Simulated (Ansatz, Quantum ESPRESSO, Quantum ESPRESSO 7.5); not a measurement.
**honeycomb AsN, 3 layers, AB stacking: response to a perpendicular field**

Wanted: polarisability and gap of honeycomb AsN, 3 layers, AB stacking against a perpendicular field.

Main program and level: Quantum ESPRESSO 7.5; plane-wave DFT, LDA, GBRV ultrasoft pseudopotentials (geometry and cross-check by Ansatz 0.2.0 with PAW datasets; geometry under PBE-D3(BJ)).

Most raw output is cut from this account.

## (1) The starting structure

The cell holds 6 atoms: 3 N and 3 As. Cell: a = 2.980 Å, b = 2.980 Å, c = 26.510 Å, α = 90.0°, β = 90.0°, γ = 120.0°. It derives from AsN. Vacuum lies along c.

Coordinates:

```
CELL_PARAMETERS angstrom
2.98000 0.00000 0.00000
-1.49000 2.58076 0.00000
0.00000 0.00000 26.51000
ATOMIC_POSITIONS crystal
N 0.66667 0.33333 0.32063
As 0.33333 0.66667 0.35722
N 0.00000 0.00000 0.48171
As 0.66667 0.33333 0.51829
N 0.66667 0.33333 0.64278
As 0.33333 0.66667 0.67937
```

This sheet is a model structure: its symmetry is held, and its stability is not tested here.

## (2) Relaxation with Ansatz

The geometry comes first, from a plane-wave PAW code, so that the later runs on this slab share one structure.

input.yaml

```yaml
crystal:
  lattice:
    - [2.98, 0.0, 0.0]
    - [-1.49, 2.5807557033, 0.0]
    - [0.0, 0.0, 26.51]
  atoms:
    - { symbol: "N", position: [0.6666666667, 0.3333333333, 0.3206337231] }
    - { symbol: As, position: [0.3333333333, 0.6666666667, 0.3572236892] }
    - { symbol: "N", position: [0.0, 0.0, 0.481705017] }
    - { symbol: As, position: [0.6666666667, 0.3333333333, 0.518294983] }
    - { symbol: "N", position: [0.6666666667, 0.3333333333, 0.6427763108] }
    - { symbol: As, position: [0.3333333333, 0.6666666667, 0.6793662769] }
kpoints:
  mp_grid: { grid: [12, 12, 1] }
hamiltonian:
  xc: pbe
  dispersion: d3bj
scf:
  occupations: { method: fermi_dirac, width: 0.05 }
  convergence: { dr2_threshold: 1.0e-08 }
efield:
  axis: 3
  dipole_correction: true
  ramp_position: 0.97
  ramp_width: 0.04
relax:
  f_tol: 0.01
  cell: { fix: [c, alpha, beta] }
output:
  write_potential: true
  write_density: true
  volumetric_format: npy
```

Command:

```bash
ansatz run input.yaml --threads 4 --pin off --max-ram 8192MiB --backend cpu --events-out ev --progress --plain --runs-dir out
```

Elapsed: 21 s, on 4 threads of Arm Neoverse V1, shared host; peak memory 0.53 GiB; 81 s of CPU time.

Relaxation path:

```csv
step,energy less that of the first step (eV),largest force component (eV/Å),pressure (GPa),volume (Å³)
1,0.0000,0.4289,-1.25,203.88
2,-0.0274,0.3077,-0.51,201.47
3,-0.0355,0.1964,0.40,199.39
4,-0.0377,0.0099,0.01,200.44
5,-0.0377,0.0070,0.00,200.51
6*,-0.0351,0.0071,-0.02,200.51
```

Relaxation steps marked * repeat the geometry before them on a plane-wave basis chosen anew for their cell, so energy and pressure can jump there.

Forces are held to the 6 operations that the run works with; a distortion that breaks them can't arise in this run.

```csv
cell as run,before,after,change
a (Å),2.980,2.955,-0.8 %
b (Å),2.980,2.955,-0.8 %
```

The atoms that moved most (Å, along periodic axes as changes of fractional coordinates times the final cell, across vacuum about the mean position):

```csv
atom,dx,dy,dz,length
As4,0.000,0.000,-0.126,0.126
N3,0.000,0.000,-0.116,0.116
N1,0.000,0.000,0.092,0.092
As2,0.000,0.000,0.071,0.071
N5,0.000,0.000,0.046,0.046
As6,0.000,0.000,0.033,0.033
```

Final coordinates:

```xyz
6
Lattice="2.9553 0.0000 0.0000 -1.4777 2.5594 0.0000 0.0000 0.0000 26.5100" Properties=species:S:1:pos:R:3
N     1.4777    0.8531    8.5916
As    0.0000    1.7062    9.5411
N     0.0000    0.0000   12.6535
As    1.4777    0.8531   13.6143
N     1.4777    0.8531   17.0862
As    0.0000    1.7062   18.0433
```

Read from the output:

* free energy: -15717.7612 eV
* energy at zero smearing: -15717.7560 eV
* smearing term TS: 0.01033 eV
* Fermi energy: 1.181 eV
* gap by band count: 0.1117 eV
* symmetry operations: 6
* work function of the upper face: 3.752 eV
* work function of the lower face: 7.180 eV
* dipole along the normal: 0.1433 e·Å

## (3) SCF with pw.x: no field

The zero-field run is the reference. tefield and dipfield are on already, so that all runs share k-points and boundary.

Level of this step: plane-wave DFT, LDA, GBRV ultrasoft pseudopotentials (Quantum ESPRESSO 7.5).

f0.in

```
&control
  prefix = 'f0'
  outdir = './out'
  pseudo_dir = './pseudo'
  calculation = 'scf'
  tprnfor = .true.
  tefield = .true.
  dipfield = .true.
/
&system
  ibrav = 0
  nat = 6
  ntyp = 2
  ecutwfc = 40
  ecutrho = 200
  occupations = 'smearing'
  smearing = 'fd'
  degauss = 0.004
  edir = 3
  emaxpos = 0.97
  eopreg = 0.04
  eamp = 0.0
/
&electrons
  conv_thr = 1e-09
  mixing_beta = 0.4
  electron_maxstep = 120
  mixing_mode = 'plain'
/
ATOMIC_SPECIES
  N   14.0070  n_lda_v1.2.uspp.F.UPF
  As  74.9216  as_lda_v1.uspp.F.UPF
CELL_PARAMETERS angstrom
  2.95530679333779 0.00000000000000 -0.00000000000000
  -1.47765339666889 2.55937075900725 -0.00000000000000
  -0.00000000000000 -0.00000000000000 26.51000000000000
ATOMIC_POSITIONS crystal
  N   0.666666666667 0.333333333333 0.324089652600
  As  0.333333333333 0.666666666667 0.359905080512
  N   -0.000000000000 -0.000000000000 0.477311851545
  As  0.666666666667 0.333333333333 0.513552681556
  N   0.666666666667 0.333333333333 0.644518744518
  As  0.333333333333 0.666666666667 0.680621989270
K_POINTS automatic
  12 12 1 0 0 0
```

Command:

```bash
OMP_NUM_THREADS=1 mpirun -n 4 pw.x -nk 4 -in f0.in > f0.out
```

Run time: 1.8 min. Hardware: 4 MPI ranks; peak memory 0.62 GiB.

Numbers from this step:

* free energy: -2443.2615 eV
* energy at zero smearing: -2443.2553 eV
* Fermi energy: -0.1449 eV
* dipole along the normal: 0.1410 e·Å
* valence top, on the run's zero: -0.2504 eV
* conduction bottom, on the run's zero: -0.1419 eV
* gap by band count: 0.1086 eV

The program's own clock; routines nest. Time by routine:

```csv
routine,wall time (s),calls
PWSCF,106.8,1
electrons,104.2,1
c_bands,85.82,25
cegterg,76.85,475
h_psi,63.94,2042
fftw,60.72,53689
vloc_psi,54.13,2042
sum_band,16.09,25
calbec,6.77,2593
add_vuspsi,4.93,2042
s_psi,4.79,2042
h_psi:calbec,4.71,2042
init_run,1.99,1
init_us_2,1.88,988
```

The run needed 25 iterations to bring the estimated error under 1e-09 Ry; the largest force on any atom, held or free, is 0.26 eV/Å.

## (4) Electrostatic potential

The vacuum level is read from the electrostatic potential (plot_num = 11), averaged over planes.

f0.pot.in

```
&inputpp
  prefix = 'f0'
  outdir = './out'
  filplot = 'f0.pot.dat'
  plot_num = 11
/
```

Command:

```bash
OMP_NUM_THREADS=1 mpirun -n 4 pp.x -in f0.pot.in > f0.pot.out
```

Wall time 0.87 s (4 MPI ranks); peak memory 0.09 GiB; 3.2 s of CPU time.

Numbers from this step:

- slope of the potential above: 2.25e-4 eV/Å
- upper vacuum line continued to the top atoms, over the valence top: 4.199 eV
- slope of the potential below: 6.79e-5 eV/Å
- lower vacuum line continued to the bottom atoms, over the valence top: 7.575 eV
- vacuum level at the upper face over the valence top of the mesh: 4.200 eV
- vacuum level at the lower face over the valence top of the mesh: 7.574 eV

The vacuum is flat to 0.2 meV/Å, so its level is well defined. Inside the slab the curve depends on the local part of the pseudopotentials; only the vacuum level has a meaning of its own.

## (5) Bands along a path: no field

A bands run reads the converged density and follows the path given under K_POINTS.

f0.bands.in, as its differences from the input of step 3:

```diff
@@ -1,7 +1,6 @@
 &control
-  prefix = 'f0'
+  prefix = 'f0.bands'
   outdir = './out'
   pseudo_dir = './pseudo'
-  calculation = 'scf'
-  tprnfor = .true.
+  calculation = 'bands'
   tefield = .true.
@@ -22,8 +21,9 @@
   eamp = 0.0
+  nbnd = 21
 /
 &electrons
-  conv_thr = 1e-09
+  conv_thr = 1e-07
   mixing_beta = 0.4
   electron_maxstep = 120
-  mixing_mode = 'plain'
+  mixing_mode = 'local-TF'
 /
@@ -43,3 +43,7 @@
   As  0.333333333333 0.666666666667 0.680621989270
-K_POINTS automatic
-  12 12 1 0 0 0
+K_POINTS crystal_b
+4
+  0.0000000000 0.0000000000 0.0000000000 14
+  0.5000000000 0.0000000000 0.0000000000 14
+  0.3333333333 0.3333333333 0.0000000000 14
+  0.0000000000 0.0000000000 0.0000000000 1
```

Command:

```bash
cp -r out/f0.save out/f0.bands.save
cp out/f0.xml out/f0.bands.xml
OMP_NUM_THREADS=1 mpirun -n 4 pw.x -nk 4 -in f0.bands.in > f0.bands.out
```

Run time: 36 s. Hardware: 4 MPI ranks; peak memory 0.31 GiB; 2.4 min of CPU time.

Numbers from this step:

| Item | Value |
| --- | --- |
| valence top, on the run's zero | -0.2388 eV |
| gap by band count | 0.09690 eV |

Band numbers count within the set of bands kept for display. The electronic bands at the labelled points (eV, zero at the highest filled level of the SCF mesh; v1 is the highest filled band, c1 the lowest empty one):

```csv
point,v4,v3,v2,v1,c1,c2,c3,c4
Γ,-1.82,-1.82,-1.70,-0.27,0.84,1.68,2.79,3.84
halfway,-2.89,-2.08,-1.25,-0.07,1.22,1.83,2.84,3.62
M,-3.71,-3.12,-2.60,-1.43,0.11,0.59,1.74,3.74
halfway,-3.21,-3.03,-2.44,-1.37,0.92,1.40,2.58,3.94
K,-3.12,-2.66,-2.44,-1.59,0.84,1.42,2.44,3.41
halfway,-3.98,-2.02,-1.22,-0.09,1.98,2.54,3.60,3.78
Γ,-1.82,-1.82,-1.70,-0.27,0.84,1.68,2.79,3.84
```

An edge by band count lies at the Fermi level or within reach of the smearing, so that band is partly filled.

Along this path the valence top lies between K and Γ and the conduction bottom at M.

## (6) Ground state: field 0.1 V/Å

eamp is the field in Hartree atomic units (1 a.u. = 51.42 V/Å). With dipfield on, it is the field in the vacuum beside an isolated sheet. The run starts from the density of the one before.

f1.in, as its differences from the input of step 3:

```diff
@@ -1,3 +1,3 @@
 &control
-  prefix = 'f0'
+  prefix = 'f1'
   outdir = './out'
@@ -21,3 +21,3 @@
   eopreg = 0.04
-  eamp = 0.0
+  eamp = 0.00194469
 /
@@ -28,2 +28,3 @@
   mixing_mode = 'plain'
+  startingpot = 'file'
 /
```

Command:

```bash
cp -r out/f0.save out/f1.save
OMP_NUM_THREADS=1 mpirun -n 4 pw.x -nk 4 -in f1.in > f1.out
```

It took 2.1 min on 4 MPI ranks; peak memory 0.49 GiB; 8.2 min of CPU time.

This step gave:

* free energy: -2443.2780 eV
* energy at zero smearing: -2443.2722 eV
* Fermi energy: -0.1122 eV
* dipole along the normal: 0.1895 e·Å
* valence top, on the run's zero: -0.2239 eV
* conduction bottom, on the run's zero: -0.1005 eV
* gap by band count: 0.1233 eV

The dipole goes from 0.1410 to 0.1895 e Å, 0.4851 e Å per V/Å.

## (7) Electrostatic potential

f1.pot.in

```
&inputpp
  prefix = 'f1'
  outdir = './out'
  filplot = 'f1.pot.dat'
  plot_num = 11
/
```

Command:

```bash
OMP_NUM_THREADS=1 mpirun -n 4 pp.x -in f1.pot.in > f1.pot.out
```

It took 0.87 s on 4 MPI ranks; peak memory 0.1 GiB; 3.2 s of CPU time.

Read from the output:

```
slope of the potential above                                          : 0.1002 eV/Å
upper vacuum line continued to the top atoms, over the valence top    : 4.069 eV
slope of the potential below                                          : 0.1001 eV/Å
lower vacuum line continued to the bottom atoms, over the valence top : 7.660 eV
```

The slope in the vacuum is 0.100 eV/Å for an applied 0.10 V/Å, as it should be.

## (8) Self-consistent run: field 0.2 V/Å

f2.in, as its differences from the input of step 6:

```diff
@@ -1,3 +1,3 @@
 &control
-  prefix = 'f1'
+  prefix = 'f2'
   outdir = './out'
@@ -21,3 +21,3 @@
   eopreg = 0.04
-  eamp = 0.00194469
+  eamp = 0.00388938
 /
```

Command:

```bash
cp -r out/f0.save out/f2.save
OMP_NUM_THREADS=1 mpirun -n 4 pw.x -nk 4 -in f2.in > f2.out
```

It took 3.2 min on 4 MPI ranks; peak memory 0.64 GiB.

Numbers from this step:

- free energy: -2443.2994 eV
- energy at zero smearing: -2443.2940 eV
- Fermi energy: -0.0801 eV
- dipole along the normal: 0.2379 e·Å
- valence top, on the run's zero: -0.1985 eV
- conduction bottom, on the run's zero: -0.05926 eV
- gap by band count: 0.1393 eV

The dipole goes from 0.1410 to 0.2379 e Å, 0.4845 e Å per V/Å.

## (9) Potential by pp.x

f2.pot.in

```
&inputpp
  prefix = 'f2'
  outdir = './out'
  filplot = 'f2.pot.dat'
  plot_num = 11
/
```

Command:

```bash
OMP_NUM_THREADS=1 mpirun -n 4 pp.x -in f2.pot.in > f2.pot.out
```

It took 0.88 s on 4 MPI ranks; peak memory 0.11 GiB; 3.2 s of CPU time.

This step gave:

* slope of the potential above: 0.2002 eV/Å
* upper vacuum line continued to the top atoms, over the valence top: 3.942 eV
* slope of the potential below: 0.2001 eV/Å
* lower vacuum line continued to the bottom atoms, over the valence top: 7.745 eV

The slope in the vacuum is 0.200 eV/Å for an applied 0.20 V/Å, as it should be.

## (10) Bands along a path: field 0.2 V/Å

f2.bands.in, as its differences from the input of step 5:

```diff
@@ -1,3 +1,3 @@
 &control
-  prefix = 'f0.bands'
+  prefix = 'f2.bands'
   outdir = './out'
@@ -20,3 +20,3 @@
   eopreg = 0.04
-  eamp = 0.0
+  eamp = 0.00388938
   nbnd = 21
```

Command:

```bash
cp -r out/f2.save out/f2.bands.save
cp out/f2.xml out/f2.bands.xml
OMP_NUM_THREADS=1 mpirun -n 4 pw.x -nk 4 -in f2.bands.in > f2.bands.out
```

Run time: 36 s. Hardware: 4 MPI ranks; peak memory 0.31 GiB.

Read from the output:

- valence top, on the run's zero: -0.1867 eV
- conduction bottom, on the run's zero: -0.05961 eV
- gap by band count: 0.1271 eV

Band numbers count within the set of bands kept for display. The electronic bands at the labelled points (eV, zero at the highest filled level of the SCF mesh; v1 is the highest filled band, c1 the lowest empty one):

```csv
point,v4,v3,v2,v1,c1,c2,c3,c4
Γ,-1.82,-1.82,-1.68,-0.28,0.90,1.71,2.79,4.31
halfway,-2.89,-2.05,-1.23,-0.07,1.25,1.86,2.84,3.72
M,-3.70,-3.08,-2.57,-1.43,0.14,0.61,1.74,3.79
halfway,-3.21,-2.99,-2.42,-1.37,0.96,1.42,2.59,3.98
K,-3.08,-2.66,-2.42,-1.59,0.88,1.44,2.44,3.46
halfway,-3.98,-1.98,-1.20,-0.09,2.02,2.57,3.61,3.82
Γ,-1.82,-1.82,-1.68,-0.28,0.90,1.71,2.79,4.31
```

An edge by band count lies at the Fermi level or within reach of the smearing, so that band is partly filled.

Upper empty bands that drop with the field can be states of the vacuum, held by the sawtooth; they depend on the cell's width.

Along this path the valence top lies between K and Γ and the conduction bottom at M.

## (11) SCF with pw.x: field 0.4 V/Å

f3.in, as its differences from the input of step 8:

```diff
@@ -1,3 +1,3 @@
 &control
-  prefix = 'f2'
+  prefix = 'f3'
   outdir = './out'
@@ -21,3 +21,3 @@
   eopreg = 0.04
-  eamp = 0.00388938
+  eamp = 0.00777876
 /
```

Command:

```bash
cp -r out/f0.save out/f3.save
OMP_NUM_THREADS=1 mpirun -n 4 pw.x -nk 4 -in f3.in > f3.out
```

Wall time 2.1 min (4 MPI ranks); peak memory 0.64 GiB; 8.5 min of CPU time.

This step gave:

```
free energy                          : -2443.3566 eV
energy at zero smearing              : -2443.3521 eV
Fermi energy                         : -0.0173 eV
dipole along the normal              : 0.3343 e·Å
valence top, on the run's zero       : -0.1518 eV
conduction bottom, on the run's zero : 0.02398 eV
gap by band count                    : 0.1758 eV
```

The dipole goes from 0.1410 to 0.3343 e Å, 0.4831 e Å per V/Å.

## (12) Electrostatic potential

f3.pot.in

```
&inputpp
  prefix = 'f3'
  outdir = './out'
  filplot = 'f3.pot.dat'
  plot_num = 11
/
```

Command:

```bash
OMP_NUM_THREADS=1 mpirun -n 4 pp.x -in f3.pot.in > f3.pot.out
```

Run time: 0.87 s. Hardware: 4 MPI ranks; peak memory 0.11 GiB.

Numbers from this step:

* slope of the potential above: 0.4002 eV/Å
* upper vacuum line continued to the top atoms, over the valence top: 3.700 eV
* slope of the potential below: 0.4001 eV/Å
* lower vacuum line continued to the bottom atoms, over the valence top: 7.918 eV

The slope in the vacuum is 0.400 eV/Å for an applied 0.40 V/Å, as it should be.

Each curve counts from the valence top of its own run.

The potential energy (potential at 0 V/Å) oscillates, so the rows of the table below give means over windows of 2.18 Å about each position, cut where the curve ends. Its maxima inside the range that stand out by 2 % of the span (Å: eV): 9.5: 35.7, 11.4: 5.45, 13.7: 34.4, 15.8: 5.05, 18.0: 34.2. Its minima: 8.7: -12.4, 10.3: -2.51, 12.8: -13.3, 14.3: -3.31, 17.2: -13.7, 18.7: -4.12.

The runs together. Table of potential energy by z; means over each step:

```csv
z (Å),potential at 0 V/Å (eV),potential at 0.1 V/Å (eV),potential at 0.2 V/Å (eV),potential at 0.4 V/Å (eV)
1.09,7.52,6.88,6.24,4.96
3.27,7.57,7.13,6.68,5.79
5.45,7.57,7.34,7.11,6.65
7.63,2.74,2.70,2.66,2.57
9.81,9.27,9.28,9.28,9.29
11.99,-0.998,-0.987,-0.975,-0.950
14.17,10.3,10.3,10.3,10.4
16.35,-1.04,-1.03,-1.02,-0.990
18.53,9.36,9.38,9.40,9.45
20.71,4.06,4.21,4.35,4.65
22.89,4.20,4.55,4.91,5.64
25.07,4.35,4.85,5.37,6.40
```

## (13) Band structure: field 0.4 V/Å

f3.bands.in, as its differences from the input of step 10:

```diff
@@ -1,3 +1,3 @@
 &control
-  prefix = 'f2.bands'
+  prefix = 'f3.bands'
   outdir = './out'
@@ -20,3 +20,3 @@
   eopreg = 0.04
-  eamp = 0.00388938
+  eamp = 0.00777876
   nbnd = 21
```

Command:

```bash
cp -r out/f3.save out/f3.bands.save
cp out/f3.xml out/f3.bands.xml
OMP_NUM_THREADS=1 mpirun -n 4 pw.x -nk 4 -in f3.bands.in > f3.bands.out
```

Wall time 37 s (4 MPI ranks); peak memory 0.31 GiB.

Numbers from this step:

```
valence top, on the run's zero       : -0.1410 eV
conduction bottom, on the run's zero : 0.02485 eV
gap by band count                    : 0.1659 eV
```

Band numbers count within the set of bands kept for display. The electronic bands at the labelled points (eV, zero at the highest filled level of the SCF mesh; v1 is the highest filled band, c1 the lowest empty one):

```csv
point,v4,v3,v2,v1,c1,c2,c3,c4
Γ,-1.82,-1.82,-1.65,-0.28,0.96,1.74,2.80,4.67
halfway,-2.89,-2.00,-1.20,-0.07,1.29,1.89,2.84,3.81
M,-3.70,-3.03,-2.54,-1.43,0.18,0.64,1.74,3.85
halfway,-3.22,-2.95,-2.39,-1.36,1.00,1.45,2.59,4.03
K,-3.03,-2.66,-2.40,-1.58,0.92,1.47,2.45,3.51
halfway,-3.98,-1.94,-1.17,-0.09,2.06,2.60,3.61,3.86
Γ,-1.82,-1.82,-1.65,-0.28,0.96,1.74,2.80,4.67
```

An edge by band count lies at the Fermi level or within reach of the smearing, so that band is partly filled.

Upper empty bands that drop with the field can be states of the vacuum, held by the sawtooth; they depend on the cell's width.

Along this path the valence top lies between K and Γ and the conduction bottom at M.

## (14) Valence density

The density shows how far the electrons spill into the vacuum.

f0.rho.in

```
&inputpp
  prefix = 'f0'
  outdir = './out'
  filplot = 'f0.rho.dat'
  plot_num = 0
/
```

Command:

```bash
OMP_NUM_THREADS=1 mpirun -n 4 pp.x -in f0.rho.in > f0.rho.out
```

The job ended after 0.89 s (4 MPI ranks; peak memory 0.11 GiB; 3.2 s of CPU time).

This step gave:

```
electrons by integration : 30.00 e
```

Mean over planes. Valence density, planar mean against z:

```csv
z (Å),"valence density, planar mean (e/Å³)"
5,1.3e-5
6,3.1e-4
7,0.00887
8,0.272
9,0.662
10,0.301
11,0.0544
12,0.229
13,0.703
14,0.302
15,0.0574
16,0.0570
17,0.716
18,0.409
19,0.167
20,0.0122
21,7.4e-4
22,4.7e-5
```

Valence density in the ca plane at fractional y = 0.333, with atoms of N and As within 0.2 Å of it. It is the smooth field of the valence electrons, not physical close to the nuclei.

Ten steps, logarithmic in the rise over the least value, from '0' (0.0 e/Å³) to '9' (3.2 e/Å³), each cell a mean:
```
00000000000000000125677654321123566665321246
00000000000000000136999753211123455656432358
00000000000000000147999753211113455856532369
00000000000000000136898753211123455556422357
00000000000000000124676654321124566655321235
00000000000000000012455555422234565543211123
00000000000000000012345555432235665433210112
00000000000000000012455555421234565543211123
```
Columns run along c (16.0 Å, from fractional 0.04 to 0.64 of the cell), rows up along a (3.0 Å). Atoms in or near the plane, at fractional coordinates: N at (0.32, 0.67), As at (0.51, 0.67).

The density integrates to 30.000 electrons, as the 30 of the input ask.

## (15) Valence density

f2.rho.in

```
&inputpp
  prefix = 'f2'
  outdir = './out'
  filplot = 'f2.rho.dat'
  plot_num = 0
/
```

Command:

```bash
OMP_NUM_THREADS=1 mpirun -n 4 pp.x -in f2.rho.in > f2.rho.out
```

It took 0.87 s on 4 MPI ranks; peak memory 0.11 GiB; 3.2 s of CPU time.

[end of part 1 of 2]

[Logs are printed without paths, hosts, clocks, repeated set-up lines and the standing remarks that a program may print on its own settings, such as how far it seeks lower states.]

[Hosts, paths, dates, database ids (printed as entryN), source tags and the programs' standing remarks are cut or masked in the printed files.]

[Maps of the electrostatic potential energy from Ansatz leave out the sawtooth potential of an applied field or a dipole correction, so their vacuum need not be flat; planar profiles and work functions include it.]
